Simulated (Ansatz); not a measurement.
# La on Ti(0001): change of the work function

Aim: the work function of Ti(0001) at several coverages of La (fcc site), and the dipole that each adsorbate carries.

Main program and level: Ansatz 0.2.0; plane-wave DFT, PBE, Ansatz PAW.

**1. The structure**

The cell holds 4 atoms: 4 Ti. Its edges and angles: a = 2.950 Å, b = 2.950 Å, c = 25.027 Å, α = 90.0°, β = 90.0°, γ = 60.0°. Vacuum lies along c.

**2. The clean slab**

The bare slab comes first, as the zero from which every change is counted. The two lowest layers are held at bulk places and the upper ones relax. The dipole correction removes the false field that a one-sided slab makes across the periodic vacuum, so each face gets a flat vacuum level of its own.

Input file input.yaml:

```yaml
crystal:
  lattice:
    - [2.95, 0.0, 0.0]
    - [1.475, 2.5547749412, 0.0]
    - [0.0, 0.0, 25.0269]
  atoms:
    - { symbol: Ti, position: [0.6666666667, 0.6666666667, 0.3596130564] }
    - { symbol: Ti, position: [0.0, 0.0, 0.4532043521] }
    - { symbol: Ti, position: [0.6666666667, 0.6666666667, 0.5467956479] }
    - { symbol: Ti, position: [0.0, 0.0, 0.6403869436] }
kpoints:
  mp_grid: { grid: [12, 12, 1] }
hamiltonian:
  xc: pbe
scf:
  occupations: { method: fermi_dirac, width: 0.1 }
  convergence: { dr2_threshold: 1.0e-08 }
efield:
  axis: 3
  dipole_correction: true
  ramp_position: 0.97
  ramp_width: 0.06
relax:
  f_tol: 0.02
  max_steps: 60
  constraints: [{ sites: [0, 1] }]
output:
  write_potential: true
  write_density: true
  volumetric_format: npy
```

The run is started by

```sh
ansatz run input.yaml --threads 4 --pin off --max-ram 16384MiB --backend cpu --events-out ev --progress --plain --runs-dir out
```

Numbers of over 12 decimals in the logs are rounded to 6 here.

The log of the run:

```text
Engine: ansatz 0.2.0, aarch64-unknown-linux-gnu
Pseudopotentials: kind: paw
Pseudopotential: Ti, paw, valence charge 12, recommended cutoff 420 eV (normal), Ti.paw.azcp
Functional definition: PBE
  parameter kappa = 0.804
  parameter beta = 0.066725
  exchange = pbe_x(kappa = kappa, mu = beta*pi^2/3)
  correlation = pbe_c(beta = beta)
Crystal: 4 atoms, lattice volume = 188.617 Å³
Basis set: ecut = 420 eV, 3611 PW (Γ), exchange–correlation on 40×40×360 points (8 copies of the dense FFT grid, shifted against one another)
Bands: 29, of which v1, the nominal top of the filled ones, is band 24 counted from 1 (23 counted from 0)
Symmetry: 6 space group operations
k-points: 19 of 144 (time reversal used)
Non-local potential: Ti, projectors of the file, l = 0: 3, l = 1: 2, l = 2: 3, l = 3: 1
PAW form: soft (Blöchl's): semilocal exchange-correlation on the pseudo side does not see the compensation charge
PAW one-centre angular grid: Ti, 590 points (default); XC on 64 Gauss nodes
Initial density: superposition of atomic densities (neutral atoms: chi_scale 0, normalization atom), corrected by the library's trained network
Initial wavefunctions: pseudopotential atomic-orbital guess
Functional: x = pbe(κ = 0.804, μ = 0.219515), c = pbe(β = 0.066725)
SCF iter   1: F=—  HF=-9996.827743 eV  |F-HF|=—  |Δ(HF+E_count)|=         —  Δρ=6.22e-3  dr2=3.89e-1  ethr=1.77e-3  p=0.000 e·Å  D=5.72e-14 V/Å  ΔV_dip=-0.00 eV  dr2_dipole=9.47e-6  V_vac-E_F(+/−)=4.09/4.09 eV  ⟨swp⟩=7.0  Hψ=5629  notcnv=0
efield: sawtooth ramp at fractional position 0.9700 (set: `efield.ramp_position`, or a place that a band, a saddle search or an elastic batch's reference lends), width 0.0600; the density the first Hamiltonian is built on has a dipole p = 0.000 e·Å; the dipole correction subtracts the counter field D = 5.72e-14 V/Å, which shifts the + side's vacuum level by -0.00 eV against the − side's; the planar-averaged density in the ramp window peaks in size at 3.0e-5 e/Å³
automatic band count: the SCF goes on with 34 bands, as 29 were too few: the levels above may hold too much charge
preconditioner: auto → LDOS  [metal: Δε(μ)=0.033 eV  Ē_g=2.762 eV  σ=0.100 eV  W_gap=0.08  n_scr=16 (ndim 8)  ℏωp=10.8 eV  f_vac=0.550  D(μ)=8.41/eV (n_scr^D=88)  β→1.0]
SCF iter   2: F=—  HF=-9996.820566 eV  |F-HF|=—  |Δ(HF+E_count)|=   7.18e-3  Δρ=2.07e-3  dr2=1.66e-2  ethr=8.11e-4  p=-0.000 e·Å  D=-3.83e-5 V/Å  ΔV_dip=0.00 eV  dr2_dipole=2.48e-6  V_vac-E_F(+/−)=4.36/4.36 eV  ⟨swp⟩=1.9  Hψ=850  notcnv=0
SCF iter   3: F=—  HF=-9996.820324 eV  |F-HF|=—  |Δ(HF+E_count)|=   2.43e-4  Δρ=7.15e-4  dr2=2.59e-3  ethr=3.45e-5  p=-0.000 e·Å  D=-4.47e-5 V/Å  ΔV_dip=0.00 eV  dr2_dipole=9.85e-8  V_vac-E_F(+/−)=4.36/4.36 eV  ⟨swp⟩=2.1  Hψ=828  notcnv=0
SCF iter   4: F=—  HF=-9996.820197 eV  |F-HF|=—  |Δ(HF+E_count)|=   1.27e-4  Δρ=1.83e-4  dr2=7.43e-5  ethr=5.40e-6  p=-0.000 e·Å  D=-7.22e-6 V/Å  ΔV_dip=0.00 eV  dr2_dipole=6.13e-7  V_vac-E_F(+/−)=4.39/4.39 eV  ⟨swp⟩=2.0  Hψ=788  notcnv=0
SCF iter   5: F=—  HF=-9996.820294 eV  |F-HF|=—  |Δ(HF+E_count)|=   9.74e-5  Δρ=1.05e-4  dr2=4.27e-5  ethr=1.55e-7  p=-0.000 e·Å  D=-6.02e-6 V/Å  ΔV_dip=0.00 eV  dr2_dipole=2.14e-9  V_vac-E_F(+/−)=4.40/4.40 eV  ⟨swp⟩=3.4  Hψ=1271  notcnv=0
SCF iter   6: F=—  HF=-9996.820299 eV  |F-HF|=—  |Δ(HF+E_count)|=   5.17e-6  Δρ=3.45e-5  dr2=6.91e-6  ethr=8.90e-8  p=0.000 e·Å  D=5.34e-6 V/Å  ΔV_dip=-0.00 eV  dr2_dipole=4.49e-12  V_vac-E_F(+/−)=4.41/4.41 eV  ⟨swp⟩=2.2  Hψ=859  notcnv=0
SCF iter   7: F=—  HF=-9996.820326 eV  |F-HF|=—  |Δ(HF+E_count)|=   2.63e-5  Δρ=9.73e-6  dr2=2.31e-7  ethr=1.44e-8  p=0.000 e·Å  D=4.34e-6 V/Å  ΔV_dip=-0.00 eV  dr2_dipole=2.61e-10  V_vac-E_F(+/−)=4.41/4.41 eV  ⟨swp⟩=1.5  Hψ=670  notcnv=0
SCF iter   8: F=—  HF=-9996.820326 eV  |F-HF|=—  |Δ(HF+E_count)|=   3.11e-7  Δρ=4.96e-6  dr2=7.05e-8  ethr=4.82e-10  p=0.000 e·Å  D=3.41e-6 V/Å  ΔV_dip=-0.00 eV  dr2_dipole=1.15e-11  V_vac-E_F(+/−)=4.41/4.41 eV  ⟨swp⟩=3.0  Hψ=1249  notcnv=0
SCF iter   9: F=-9996.820326 eV  HF=-9996.820326 eV  |F-HF|=4.66e-9  |Δ(HF+E_count)|=   1.10e-8  Δρ=1.31e-6  dr2=3.16e-9  ethr=2.08e-11  p=0.000 e·Å  D=1.86e-6 V/Å  ΔV_dip=-0.00 eV  dr2_dipole=2.64e-11  V_vac-E_F(+/−)=4.41/4.41 eV  ⟨swp⟩=7.9  Hψ=4145  notcnv=0
SCF 1 converged in 9 iterations: F = -9996.820326 eV  dr2 = 3.16e-9
  greatest PAW one-centre occupation: 0.999 electrons in one spin orbital (limit 2), on the Ti atom at site 2 (counted from 0), in its partial waves of l = 0
relax step   1: F+E_penalty+E_count = -9996.82032589 eV  Δ(F+E_penalty+E_count) = +0.000e0 eV  max|allowed force component| = 6.136e-1 eV/Å  Δτ_max = 0.0000 Å  (9 SCF iters, accepted)
Bands: 34, of which v1, the nominal top of the filled ones, is band 24 counted from 1 (23 counted from 0)
Initial density: handed on by an earlier stage of this run
Initial wavefunctions: those handed on with the density
SCF iter   1: F=—  HF=-9997.020719 eV  |F-HF|=—  |Δ(HF+E_count)|=         —  Δρ=1.54e-2  dr2=3.23e0  ethr=3.10e-3  p=0.000 e·Å  D=6.90e-7 V/Å  ΔV_dip=-0.00 eV  dr2_dipole=2.03e-1  V_vac-E_F(+/−)=4.45/4.45 eV  ⟨swp⟩=4.8  Hψ=1854  notcnv=0
efield: sawtooth ramp at fractional position 0.9700 (set: `efield.ramp_position`, or a place that a band, a saddle search or an elastic batch's reference lends), width 0.0600; the density the first Hamiltonian is built on has a dipole p = 0.000 e·Å; the dipole correction subtracts the counter field D = 6.90e-7 V/Å, which shifts the + side's vacuum level by -0.00 eV against the − side's; the planar-averaged density in the ramp window peaks in size at 8.7e-6 e/Å³
preconditioner: auto → LDOS  [metal: Δε(μ)=0.006 eV  Ē_g=2.864 eV  σ=0.100 eV  W_gap=0.02  n_scr=16 (ndim 8)  ℏωp=10.8 eV  f_vac=0.560  D(μ)=7.32/eV (n_scr^D=62)  β→1.0]
SCF iter   2: F=—  HF=-9996.896701 eV  |F-HF|=—  |Δ(HF+E_count)|=   1.24e-1  Δρ=7.26e-3  dr2=5.18e-1  ethr=3.10e-3  p=0.018 e·Å  D=1.74e-2 V/Å  ΔV_dip=-0.44 eV  dr2_dipole=8.81e-2  V_vac-E_F(+/−)=4.00/4.43 eV  ⟨swp⟩=2.1  Hψ=1128  notcnv=0
SCF iter   3: F=—  HF=-9996.864918 eV  |F-HF|=—  |Δ(HF+E_count)|=   3.18e-2  Δρ=2.42e-3  dr2=6.44e-2  ethr=1.08e-3  p=0.007 e·Å  D=6.93e-3 V/Å  ΔV_dip=-0.17 eV  dr2_dipole=1.04e-2  V_vac-E_F(+/−)=4.26/4.43 eV  ⟨swp⟩=2.1  Hψ=988  notcnv=0
SCF iter   4: F=—  HF=-9996.859779 eV  |F-HF|=—  |Δ(HF+E_count)|=   5.14e-3  Δρ=9.85e-4  dr2=8.07e-3  ethr=1.34e-4  p=0.007 e·Å  D=6.69e-3 V/Å  ΔV_dip=-0.17 eV  dr2_dipole=2.47e-3  V_vac-E_F(+/−)=4.26/4.43 eV  ⟨swp⟩=2.1  Hψ=974  notcnv=0
SCF iter   5: F=—  HF=-9996.859571 eV  |F-HF|=—  |Δ(HF+E_count)|=   2.08e-4  Δρ=1.72e-4  dr2=9.56e-5  ethr=1.68e-5  p=0.006 e·Å  D=5.68e-3 V/Å  ΔV_dip=-0.14 eV  dr2_dipole=1.68e-5  V_vac-E_F(+/−)=4.29/4.43 eV  ⟨swp⟩=1.9  Hψ=759  notcnv=0
SCF iter   6: F=—  HF=-9996.859598 eV  |F-HF|=—  |Δ(HF+E_count)|=   2.75e-5  Δρ=9.00e-5  dr2=6.59e-5  ethr=1.99e-7  p=0.005 e·Å  D=5.13e-3 V/Å  ΔV_dip=-0.13 eV  dr2_dipole=5.10e-6  V_vac-E_F(+/−)=4.30/4.43 eV  ⟨swp⟩=2.3  Hψ=888  notcnv=0
SCF iter   7: F=—  HF=-9996.859606 eV  |F-HF|=—  |Δ(HF+E_count)|=   8.13e-6  Δρ=5.04e-5  dr2=8.15e-6  ethr=1.37e-7  p=0.005 e·Å  D=4.68e-3 V/Å  ΔV_dip=-0.12 eV  dr2_dipole=1.85e-6  V_vac-E_F(+/−)=4.31/4.43 eV  ⟨swp⟩=1.7  Hψ=678  notcnv=0
SCF iter   8: F=—  HF=-9996.859637 eV  |F-HF|=—  |Δ(HF+E_count)|=   3.11e-5  Δρ=1.65e-5  dr2=1.25e-6  ethr=1.70e-8  p=0.005 e·Å  D=4.37e-3 V/Å  ΔV_dip=-0.11 eV  dr2_dipole=3.61e-8  V_vac-E_F(+/−)=4.32/4.43 eV  ⟨swp⟩=2.5  Hψ=1020  notcnv=0
SCF iter   9: F=—  HF=-9996.859637 eV  |F-HF|=—  |Δ(HF+E_count)|=   1.30e-7  Δρ=6.35e-6  dr2=1.45e-7  ethr=2.60e-9  p=0.004 e·Å  D=4.27e-3 V/Å  ΔV_dip=-0.11 eV  dr2_dipole=6.59e-9  V_vac-E_F(+/−)=4.32/4.43 eV  ⟨swp⟩=2.1  Hψ=814  notcnv=0
SCF iter  10: F=—  HF=-9996.859637 eV  |F-HF|=—  |Δ(HF+E_count)|=   2.23e-8  Δρ=1.77e-6  dr2=1.75e-8  ethr=3.01e-10  p=0.004 e·Å  D=4.25e-3 V/Å  ΔV_dip=-0.11 eV  dr2_dipole=1.63e-9  V_vac-E_F(+/−)=4.32/4.43 eV  ⟨swp⟩=2.6  Hψ=940  notcnv=0
SCF iter  11: F=-9996.859637 eV  HF=-9996.859637 eV  |F-HF|=8.57e-10  |Δ(HF+E_count)|=   7.38e-9  Δρ=6.03e-7  dr2=2.44e-9  ethr=2.08e-11  p=0.004 e·Å  D=4.24e-3 V/Å  ΔV_dip=-0.11 eV  dr2_dipole=4.98e-10  V_vac-E_F(+/−)=4.32/4.43 eV  ⟨swp⟩=9.3  Hψ=3722  notcnv=0
SCF 2 converged in 11 iterations: F = -9996.859637 eV  dr2 = 2.44e-9
  greatest PAW one-centre occupation: 0.999 electrons in one spin orbital (limit 2), on the Ti atom at site 1 (counted from 0), in its partial waves of l = 0
relax step   2: F+E_penalty+E_count = -9996.85963747 eV  Δ(F+E_penalty+E_count) = -3.931e-2 eV  max|allowed force component| = 4.318e-1 eV/Å  Δτ_max = 0.1956 Å  (11 SCF iters, accepted)
iter 1 solved again at ethr=1.59e-3 eV; its pass at ethr=3.10e-3 eV (dr2=7.66e-1 eV) is discarded
SCF iter   1: F=—  HF=-9996.908496 eV  |F-HF|=—  |Δ(HF+E_count)|=         —  Δρ=7.69e-3  dr2=8.62e-1  ethr=1.59e-3  p=0.004 e·Å  D=4.24e-3 V/Å  ΔV_dip=-0.11 eV  dr2_dipole=4.10e-2  V_vac-E_F(+/−)=4.31/4.42 eV  ⟨swp⟩=1.0  Hψ=2302  notcnv=0
efield: sawtooth ramp at fractional position 0.9700 (set: `efield.ramp_position`, or a place that a band, a saddle search or an elastic batch's reference lends), width 0.0600; the density the first Hamiltonian is built on has a dipole p = 0.004 e·Å; the dipole correction subtracts the counter field D = 4.24e-3 V/Å, which shifts the + side's vacuum level by -0.11 eV against the − side's; the planar-averaged density in the ramp window peaks in size at 7.3e-6 e/Å³
preconditioner: auto → LDOS  [metal: Δε(μ)=0.012 eV  Ē_g=2.791 eV  σ=0.100 eV  W_gap=0.03  n_scr=16 (ndim 8)  ℏωp=10.8 eV  f_vac=0.555  D(μ)=7.84/eV (n_scr^D=74)  β→1.0]
SCF iter   2: F=—  HF=-9996.881424 eV  |F-HF|=—  |Δ(HF+E_count)|=   2.71e-2  Δρ=3.90e-3  dr2=1.36e-1  ethr=1.59e-3  p=-0.001 e·Å  D=-1.03e-3 V/Å  ΔV_dip=0.03 eV  dr2_dipole=2.98e-5  V_vac-E_F(+/−)=4.46/4.44 eV  ⟨swp⟩=2.1  Hψ=803  notcnv=0
SCF iter   3: F=—  HF=-9996.876836 eV  |F-HF|=—  |Δ(HF+E_count)|=   4.59e-3  Δρ=1.02e-3  dr2=7.96e-3  ethr=2.84e-4  p=0.001 e·Å  D=1.33e-3 V/Å  ΔV_dip=-0.03 eV  dr2_dipole=4.47e-4  V_vac-E_F(+/−)=4.39/4.43 eV  ⟨swp⟩=2.0  Hψ=893  notcnv=0
SCF iter   4: F=—  HF=-9996.876294 eV  |F-HF|=—  |Δ(HF+E_count)|=   5.42e-4  Δρ=2.15e-4  dr2=1.88e-4  ethr=1.66e-5  p=0.001 e·Å  D=1.32e-3 V/Å  ΔV_dip=-0.03 eV  dr2_dipole=4.33e-5  V_vac-E_F(+/−)=4.39/4.43 eV  ⟨swp⟩=2.0  Hψ=779  notcnv=0
SCF iter   5: F=—  HF=-9996.876314 eV  |F-HF|=—  |Δ(HF+E_count)|=   2.03e-5  Δρ=8.59e-5  dr2=4.19e-5  ethr=3.92e-7  p=0.002 e·Å  D=1.54e-3 V/Å  ΔV_dip=-0.04 eV  dr2_dipole=6.00e-6  V_vac-E_F(+/−)=4.39/4.42 eV  ⟨swp⟩=2.3  Hψ=962  notcnv=0
SCF iter   6: F=—  HF=-9996.876353 eV  |F-HF|=—  |Δ(HF+E_count)|=   3.85e-5  Δρ=3.19e-5  dr2=6.27e-6  ethr=8.73e-8  p=0.002 e·Å  D=1.75e-3 V/Å  ΔV_dip=-0.04 eV  dr2_dipole=2.46e-7  V_vac-E_F(+/−)=4.38/4.42 eV  ⟨swp⟩=2.0  Hψ=789  notcnv=0
SCF iter   7: F=—  HF=-9996.876383 eV  |F-HF|=—  |Δ(HF+E_count)|=   3.04e-5  Δρ=1.32e-5  dr2=9.85e-7  ethr=1.31e-8  p=0.002 e·Å  D=1.88e-3 V/Å  ΔV_dip=-0.05 eV  dr2_dipole=1.33e-7  V_vac-E_F(+/−)=4.38/4.42 eV  ⟨swp⟩=2.1  Hψ=797  notcnv=0
SCF iter   8: F=—  HF=-9996.876384 eV  |F-HF|=—  |Δ(HF+E_count)|=   1.86e-7  Δρ=5.15e-6  dr2=2.26e-7  ethr=2.05e-9  p=0.002 e·Å  D=1.96e-3 V/Å  ΔV_dip=-0.05 eV  dr2_dipole=1.79e-8  V_vac-E_F(+/−)=4.37/4.42 eV  ⟨swp⟩=2.1  Hψ=829  notcnv=0
SCF iter   9: F=-9996.876384 eV  HF=-9996.876384 eV  |F-HF|=5.95e-9  |Δ(HF+E_count)|=   1.34e-8  Δρ=1.63e-6  dr2=7.68e-9  ethr=2.08e-11  p=0.002 e·Å  D=1.99e-3 V/Å  ΔV_dip=-0.05 eV  dr2_dipole=3.83e-10  V_vac-E_F(+/−)=4.37/4.42 eV  ⟨swp⟩=8.6  Hψ=4536  notcnv=0
SCF 3 converged in 9 iterations: F = -9996.876384 eV  dr2 = 7.68e-9
relax step   3: F+E_penalty+E_count = -9996.87638356 eV  Δ(F+E_penalty+E_count) = -1.675e-2 eV  max|allowed force component| = 1.190e-2 eV/Å  Δτ_max = 0.0899 Å  (9 SCF iters, accepted)
NSCF: frozen V_eff on 19 k-points
the band table was solved once a step of the walk had ended and its energy, with any forces and stress, was formed, with the checks that follow a solve (2893 applications of the Hamiltonian). They found nothing against the state; the energy, forces and stress were not computed again (output.eigenvalues in the input reference)
WARN: The input density's exchange-correlation potential varies sharply where the density is thin. Do not read a vacuum level from v_tot or v_xc, or from such a field of the output density. On a cell that repeats whose density bears no net charge and no dipole along the vacuum's axis use v_es (v_loc + v_h of the components); under efield.dipole_correction with no amplitude use v_es + v_field, which holds any external [...]
SCF converged after 9 iterations
Free energy (F): -9996.876384 eV
Harris-Foulkes:  -9996.876384 eV  (|F-HF|=5.95e-9)
Internal energy: -9996.623465 eV  (E = F + TS)
E sigma→0 (E₀):  -9996.749924 eV
Entropy (-TS):   -0.252919 eV (-63.230 meV/atom)
Fermi energy:    2.290332 eV
Dipole field:    D = 0.002018 V/Å  (p = 0.002104 e·Å, saw-weighted, corrected)
Work function:   Φ+ = 4.3729 eV   Φ− = 4.4234 eV
Levels:          The Fermi level and band energies are counted from a zero that moves with the ramp; work functions are not
--- Per-component energies (eV) ---
  E_band       = -1160.708086
  E_kinetic    = 1085.706683
  E_local      = -50168.131695  (includes V_loc(G=0)·N_el)
  E_nonlocal   = 34.277157
  E_hartree    = 24527.751569
  E_xc         = -386.964372
  E_vxc        = -483.802244  (∫ρ·V_xc dr)
  E_paw        = -4190.770097  (= ΣΔE_a)
  E_vpaw       = -684.249600  (= ΣTr[D̂ρ^β])
  E_aug_tail   = 0.000492  (compensation charges beyond the density's cutoff)
  E_efield     = 0.000002  (sawtooth field / dipole correction)
  E_vefield    = 0.000915  (∫n·V_field dr)
  E_ewald      = 19101.506797
  E_smearing   = -0.252919  (= −TS)
  E_closure    = -0.000000  (closes the sum)
  Σ components = -9996.876384   (vs F -9996.876384, Δ=0.00e0)
--- Forces (eV/Å), atoms counted from 1 ---
  atom   1  Ti     0.00000000     0.00000000     0.60717096
  atom   2  Ti     0.00000000    -0.00000000    -0.58698495
  atom   3  Ti     0.00000000     0.00000000    -0.00824482
  atom   4  Ti    -0.00000000    -0.00000000    -0.01190260
  max |Σ_I F_I| component: 3.86e-5 eV/Å
--- Band table (eV; the first three rows and the last of 19) ---
  k-point 0: bands = [... 20 lower, 2.0512, 2.2819, 2.7160, 2.7943, 2.9364, 2.9364, 3.0094, 3.0094, ... 6 higher]
  k-point 1: bands = [... 20 lower, 1.9894, 2.2496, 2.5399, 2.6448, 2.8456, 2.9373, 3.0405, 3.0898, ... 6 higher]
  k-point 2: bands = [... 20 lower, 1.7486, 2.0197, 2.1514, 2.4575, 2.5617, 2.7274, 3.0024, 3.2370, ... 6 higher]
  k-point 18: bands = [... 20 lower, 1.1279, 1.5089, 1.5929, 2.2386, 2.2466, 2.3803, 2.4174, 2.5706, ... 6 higher]
--- Relaxed structure (3 steps of the walk, 3 accepted, 0 SCFs on fresh bases) ---
  F+E_penalty+E_count = -9996.87638356 eV   max|allowed force component| = 1.190e-2 eV/Å
  atoms:
    - { symbol: Ti, position: [0.666667, 0.666667, 0.3596130564] }
    - { symbol: Ti, position: [0.0, 0.0, 0.4532043521] }
    - { symbol: Ti, position: [0.666667, 0.666667, 0.549513] }
    - { symbol: Ti, position: [0, 0, 0.636167] }
```

Elapsed: 10 s, on 4 threads of Arm Neoverse V1, shared host; peak memory 0.5 GiB; 38 s of CPU time.

Relaxation path:

```csv
step,energy less that of the first step (eV),largest force component (eV/Å)
1,0.0000,0.6136
2,-0.0393,0.4318
3,-0.0561,0.0119
```

Forces are held to the 6 operations that the run works with; a distortion that breaks them can't arise in this run.

The atoms that moved most (Å):

```csv
atom,dx,dy,dz,length
Ti4,0.000,0.000,-0.106,0.106
Ti3,0.000,0.000,0.068,0.068
```

This step gave:

* energy at zero smearing: -9996.7499 eV
* work function, upper face: 4.373 eV
* work function, lower face: 4.423 eV
* dipole along the normal: 0.002104 e·Å
* step between the vacuum levels: -0.05051 eV

Running mean over 2.342 Å of the planar mean; the ramp of the sawtooth is left out. Table of electron's electrostatic potential energy less the Fermi level by z:

z (Å), electron's electrostatic potential energy less the Fermi level (eV) and a bar from the least value:
```
      3.5       4.42 ##############################
      4.0       4.42 ##############################
      4.5       4.42 ##############################
      5.0       4.40 ##############################
      5.5       4.36 ##############################
      6.0       4.24 ##############################
      6.5       3.89 #############################
      7.0       2.89 ##########################
      7.5       0.39 ####################
      8.0      -3.13 ###########
      8.5      -5.88 ####
      9.0      -6.74 ##
      9.5      -6.71 ##
     10.0      -6.59 ###
     10.5      -6.56 ###
     11.0      -6.58 ###
     11.5      -6.56 ###
     12.0      -6.38 ###
     12.5      -6.24 ####
     13.0      -6.32 ###
     13.5      -6.57 ###
     14.0      -6.94 ##
     14.5      -7.53 
     15.0      -7.68 
     15.5      -7.32 #
     16.0      -6.81 ##
     16.5      -5.57 #####
     17.0      -2.61 #############
     17.5       0.85 #####################
     18.0       3.07 ###########################
     18.5       3.92 #############################
     19.0       4.22 #############################
     19.5       4.32 ##############################
     20.0       4.36 ##############################
     20.5       4.37 ##############################
     21.0       4.37 ##############################
     21.5       4.37 ##############################
```

The relaxation took 3 steps and lowered the energy by 0.056 eV; the largest force on the free atoms ends at 0.012 eV/Å.

The work function of the upper face is 4.37 eV.

[end of part 1 of 3]

[Logs are printed without paths, hosts, clocks, repeated set-up lines and the standing remarks that a program may print on its own settings, such as how far it seeks lower states.]

[Hosts, paths, dates, database ids (printed as entryN), source tags and the programs' standing remarks are cut or masked in the printed files.]

[Maps of the electrostatic potential energy from Ansatz leave out the sawtooth potential of an applied field or a dipole correction, so their vacuum need not be flat; planar profiles and work functions include it.]
